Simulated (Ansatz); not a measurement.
# ZnCuTeCl, from a guessed structure to a relaxed one, part 2 of 2

Starting from a made-up structure for ZnCuTeCl, the aim is the relaxed cell, its shortest contacts and, where a second run follows, its electronic structure.

Ansatz 0.2.0; DFT, PBE, plane-wave PAW, files of the set soft_1, scalar-relativistic, ferromagnetic start, cell and ions relaxed at zero pressure; PAW set soft_1 (the session's first sound run).

So far: The structure; Relaxation of the guess. The relaxed cell has a = 4.272, c = 9.447 Å (conventional setting).

**3. Electronic structure of the relaxed cell**

With the geometry fixed, one more self-consistent run, with a narrower smearing and the mesh shown in its input, gives the bands, and its pressure, and its forces where symmetry allows any, show how far the geometry depends on these settings.

This step: DFT, PBE, plane-wave PAW, files of the set soft_1, scalar-relativistic, no spin, bands and density of states at the relaxed cell; PAW set soft_1 (Ansatz 0.2.0).

The input, input.yaml:

```yaml
crystal:
  lattice:
    - [4.2722143722, 0.0, 0.0]
    - [0.0, 4.2722143722, 0.0]
    - [0.0, 0.0, 9.4467655815]
  atoms:
    - { symbol: Te, position: [0.5, 0.0, 0.6697918377] }
    - { symbol: Te, position: [0.0, 0.5, 0.3302081623] }
    - { symbol: Zn, position: [0.5, 0.0, 0.1559625869] }
    - { symbol: Zn, position: [0.0, 0.5, 0.8440374131] }
    - { symbol: Cu, position: [0.0, 0.0, 0.5] }
    - { symbol: Cu, position: [0.5, 0.5, 0.5] }
    - { symbol: Cl, position: [0.0, 0.0, 0.0] }
    - { symbol: Cl, position: [0.5, 0.5, 0.0] }
kpoints:
  mp_grid: { grid: [8, 8, 4] }
  band_path:
    path:
      - [[0.0, 0.0, 0.0], [0.0, 0.5, 0.0], [0.5, 0.5, 0.0], [0.0, 0.0, 0.0], [0.0, 0.0, 0.5], [0.0, 0.5, 0.5], [0.5, 0.5, 0.5], [0.0, 0.0, 0.5]]
      - [[0.0, 0.5, 0.0], [0.0, 0.5, 0.5]]
      - [[0.5, 0.5, 0.0], [0.5, 0.5, 0.5]]
    npoints: 8
scf:
  occupations: { method: fermi_dirac, width: 0.03 }
  n_extra_bands: 12
hamiltonian:
  xc: pbe
  pseudopotentials: { kind: paw, azcp: { folder: soft_1 } }
output:
  forces: true
  stress: true
  write_bands: true
  dos: { projected: true }
  write_density: true
  write_potential: true
  elf: true
  volumetric_format: npy
```

On the command line:

```bash
$ ansatz run input.yaml --threads 4 --pin off --max-ram 10240MiB --backend cpu --events-out ev --progress --plain --runs-dir out
```

Numbers of over 12 decimals in the logs are rounded to 6 here.

Log:

```text
[...]
Crystal: 8 atoms, lattice volume = 172.421 Å³
Basis set: ecut = 420 eV, 3383 PW (Γ), exchange–correlation on 60×60×128 points (8 copies of the dense FFT grid, shifted against one another)
Bands: 66, of which v1, the nominal top of the filled ones, is band 54 counted from 1 (53 counted from 0)
Symmetry: 16 space group operations
[...]
k-points: 45 of 256
[...]
SCF iter   1: F=—  HF=-36011.737439 eV  |F-HF|=—  |Δ(HF+E_count)|=         —  Δρ=6.01e-2  dr2=2.76e1  ethr=3.10e-3  ⟨swp⟩=7.7  Hψ=12484  notcnv=0  defer=30
[...]
SCF iter  14: F=-36008.452015 eV  HF=-36008.452015 eV  |F-HF|=2.19e-8  |Δ(HF+E_count)|=   3.89e-8  Δρ=3.57e-6  dr2=1.48e-8  ethr=9.26e-11  ⟨swp⟩=9.1  Hψ=18855  notcnv=0
SCF 1 converged in 14 iterations: F = -36008.452015 eV  dr2 = 1.48e-8
[...]
NSCF: frozen V_eff on 75 k-points
SCF converged after 14 iterations
Free energy (F): -36008.452015 eV
[...]
Internal energy: -36008.445873 eV  (E = F + TS)
E sigma→0 (E₀):  -36008.448944 eV
Entropy (-TS):   -0.006141 eV (-0.768 meV/atom)
Fermi energy:    8.648816 eV
[...]
--- Forces (eV/Å), atoms counted from 1 ---
  atom   1  Te     0.00000000     0.00000000     0.02548646
  atom   2  Te     0.00000000     0.00000000    -0.02548646
  atom   3  Zn     0.00000000     0.00000000     0.01075080
  atom   4  Zn     0.00000000     0.00000000    -0.01075080
  atom   5  Cu     0.00000000     0.00000000    -0.00000000
  atom   6  Cu     0.00000000     0.00000000     0.00000000
  atom   7  Cl    -0.00000000     0.00000000     0.00000000
  atom   8  Cl     0.00000000     0.00000000     0.00000000
  max |Σ_I F_I| component: 0.00e0 eV/Å
--- Stress (GPa, compression-positive) ---
       -0.015343       0.000000       0.000000
        0.000000      -0.015343       0.000000
        0.000000       0.000000       0.006329
  P = ⅓ Tr σ = -0.0081 GPa (-0.081 kbar)
--- Band table (eV; the first three rows and the last of 45) ---
  k-point 0: bands = [... 50 lower, 7.2387, 7.7526, 8.6568, 8.8116, 8.8116, 8.9311, 10.9992, 11.4711, ... 8 higher]
  k-point 1: bands = [... 50 lower, 7.2048, 7.5780, 8.9080, 8.9080, 8.9094, 8.9521, 11.0264, 11.2594, ... 8 higher]
  k-point 2: bands = [... 50 lower, 7.1741, 7.4384, 8.9380, 9.0061, 9.0061, 9.1763, 11.0558, 11.0748, ... 8 higher]
  k-point 44: bands = [... 50 lower, 7.0338, 7.0338, 7.2338, 7.2338, 8.0330, 8.0330, 12.1654, 12.1654, ... 8 higher]
```

It took 26 s on 4 threads of Arm Neoverse V1, shared host; peak memory 0.97 GiB.

This step gave:

```yaml
free_energy: -36008.4520 eV
energy_at_zero_smearing: -36008.4489 eV
smearing_term_ts: 0.006141 eV
fermi_energy: 8.649 eV
pressure: -0.008119 GPa
```

From bands.tsv, the bands that come nearest the Fermi level along the path, at its corners, in eV from the Fermi level:

```tsv
point	band 51	band 52	band 53	band 54	band 55	band 56	band 57	band 58
Γ	-1.41	-0.90	0.01	0.16	0.16	0.28	2.35	2.82
X	-1.03	-1.03	-0.05	-0.05	1.11	1.11	3.26	3.26
M	-1.61	-1.61	-1.47	-1.47	-0.18	-0.18	2.43	2.43
Γ	-1.41	-0.90	0.01	0.16	0.16	0.28	2.35	2.82
Z	-1.47	-1.21	0.29	0.36	0.36	0.53	2.41	2.43
R	-0.86	-0.86	-0.06	-0.06	1.00	1.00	3.25	3.25
A	-1.62	-1.62	-1.41	-1.41	-0.62	-0.62	3.52	3.52
Z	-1.47	-1.21	0.29	0.36	0.36	0.53	2.41	2.43
X	-1.03	-1.03	-0.05	-0.05	1.11	1.11	3.26	3.26
R	-0.86	-0.86	-0.06	-0.06	1.00	1.00	3.25	3.25
M	-1.61	-1.61	-1.47	-1.47	-0.18	-0.18	2.43	2.43
A	-1.62	-1.62	-1.41	-1.41	-0.62	-0.62	3.52	3.52
```

Electrostatic potential energy in the ac plane at fractional y = 0.000, with atoms of Te and Zn and Cu and Cl within 0.2 Å of it. With pseudopotentials it is smooth inside the atoms' cores, unlike the true potential.

Values in eV, 24 rows by 14 columns, each cell a mean:
```
-33 -31 -16   5  11  12  12  12  12  12   9  -1 -24 -32
-20 -13   2   9  12  12  13  13  13  12  11   8  -3 -16
  7   9  11  12  12  13  13  13  13  13  12  11  10   8
 12  12  12  12  12  12  11  11  12  12  12  12  12  12
 12  12  12  11  10   8   6   6   7   9  11  12  12  12
 13  12  11   9   4  -7 -17 -19 -14  -2   6  10  12  12
 12  12  10   5 -10 -23 -10  -3 -15 -22  -3   8  11  12
 12  11   9   1 -19 -12  11  13   7 -22 -11   6  10  12
 10  10   9   3 -15 -20   1   8  -6 -24  -7   6   9  10
 -4   0   6   6  -1 -17 -24 -24 -23 -11   2   6   4  -2
-43 -33  -9   5   7   4   1  -1   2   6   7   2 -19 -38
-51 -50 -25   1   9  10  10  10  10  10   8  -6 -37 -51
-51 -45 -19   3  10  12  12  12  12  11   9  -2 -31 -49
-23 -14   1   9  11  12  13  13  13  12  11   7  -5 -18
  6   8  10  11  12  13  13  13  13  13  12  11   9   7
 11  12  12  12  12  12  12  12  12  12  12  12  12  11
 12  12  12  12  12  11  10  10  10  11  12  12  12  12
 13  12  12  11   9   6   2   0   4   8  10  11  12  12
 12  12  11   9   4 -14 -30 -35 -25  -6   6  10  12  12
 12  12  10   7  -7 -36 -50 -51 -48 -25   0   9  11  12
 10  11  10   7  -7 -36 -50 -51 -48 -25   0   9  10  11
 -3   2   7   8   3 -15 -30 -36 -26  -7   6   8   5   0
-30 -25  -7   6   8   6   2   0   3   7   8   4 -16 -28
-33 -32 -21   3  10  10  10  10  10  10   8  -4 -28 -33
```
Columns run along a (4.3 Å; values clipped at the 3rd and 97th percentile), rows up along c (9.4 Å). Atoms in or near the plane, at fractional coordinates: Te at (0.50, 0.67), Zn at (0.50, 0.16), Cu at (0.00, 0.50), Cl at (0.00, 0.00).

ELF in the ac plane at fractional y = 0.000, with atoms of Te and Zn and Cu and Cl within 0.2 Å of it. It is the smooth field of the valence electrons, not physical close to the nuclei.

Ten even steps from '_' (0.00) to '@' (0.87), each cell a mean:
```
++%%@@%%++..______::**@@@@##
@@@@@@**::________..==%%@@@@
%%##++::____________..--**##
::....__..--++++==::____..::
____..::**##%%%%%%##==::____
__..--**##****++**####++::__
__::++****==::..::++****--..
..::++**++::______--++**==::
..::==**++::____..--++**--::
....::++**==----==++**==::..
::....::++**++++++**==::..::
%%==....::========--::..::++
++::......................--
..........________..........
..........__________........
........____________........
............::::::..........
____....................____
____..........__........____
__........________..........
++==--....________....::--++
@@@@##==....____....::++%%@@
%%@@@@%%--..........==@@@@@@
--##@@@@++..______::##@@@@++
```
Columns run along a (4.3 Å), rows up along c (9.4 Å). Atoms in or near the plane, at fractional coordinates: Te at (0.50, 0.67), Zn at (0.50, 0.16), Cu at (0.00, 0.50), Cl at (0.00, 0.00).

Valence density in the ac plane at fractional y = 0.000, with atoms of Te and Zn and Cu and Cl within 0.2 Å of it. It is the smooth field of the valence electrons, not physical close to the nuclei.

Ten steps, logarithmic in the rise over the least value, from '0' (0 e/Å³) to '9' (58 e/Å³), each cell a mean:
```
22210000000122
22100000000012
10000000000000
00000000000000
00000000000000
00000122110000
00001355421000
00012467631000
00011456531000
11001123211011
64210011100135
97310000000158
86200000000147
32100000000012
00000000000000
00000000000000
00000000000000
00000000000000
00000123210000
00001378620000
00001378620000
11100133210011
22210000000122
12210000000122
```
Columns run along a (4.3 Å), rows up along c (9.4 Å). Atoms in or near the plane, at fractional coordinates: Te at (0.50, 0.67), Zn at (0.50, 0.16), Cu at (0.00, 0.50), Cl at (0.00, 0.00).

**4. Results**

| Property | Result |
| --- | --- |
| space group, relaxed | P4/nmm |
| conventional cell | a = 4.272, b = 4.272, c = 9.447 Å; α = 90.0°, β = 90.0°, γ = 90.0° |
| volume per atom | 21.55 Å³ (guess 18.45) |
| total moment | 0.00 μB in the cell of 8 atoms |

**Reading.** ZnCuTeCl relaxes to P4/nmm with a = 4.272, b = 4.272 and c = 9.447 Å. The guessed volume was 14 % too small. The space group P4/nmm was held in the relaxation, so the end point is a stationary structure within it and may be a saddle against distortions or other arrangements. The moments died out from this one start and weren't seeded again at the relaxed cell. Bands cross the Fermi level, so it is a metal or semimetal at this level. On the 8×8×4 mesh with the narrower smearing (relaxed on 7×7×3) the largest force component is 0.025 eV/Å and the largest stress component is 0.015 GPa, against the relaxation's thresholds of 0.015 eV/Å and 0.05 GPa. The cutoff wasn't tested. Spin-orbit coupling is left out, which can matter for elements this heavy. No dispersion term is used, so weakly bound directions may come out too long. Nothing here tests whether the compound is stable against decomposition.

[Logs are printed without paths, hosts, clocks, repeated set-up lines and the standing remarks that a program may print on its own settings, such as how far it seeks lower states.]

[Hosts, paths, dates, database ids (printed as entryN), source tags and the programs' standing remarks are cut or masked in the printed files.]
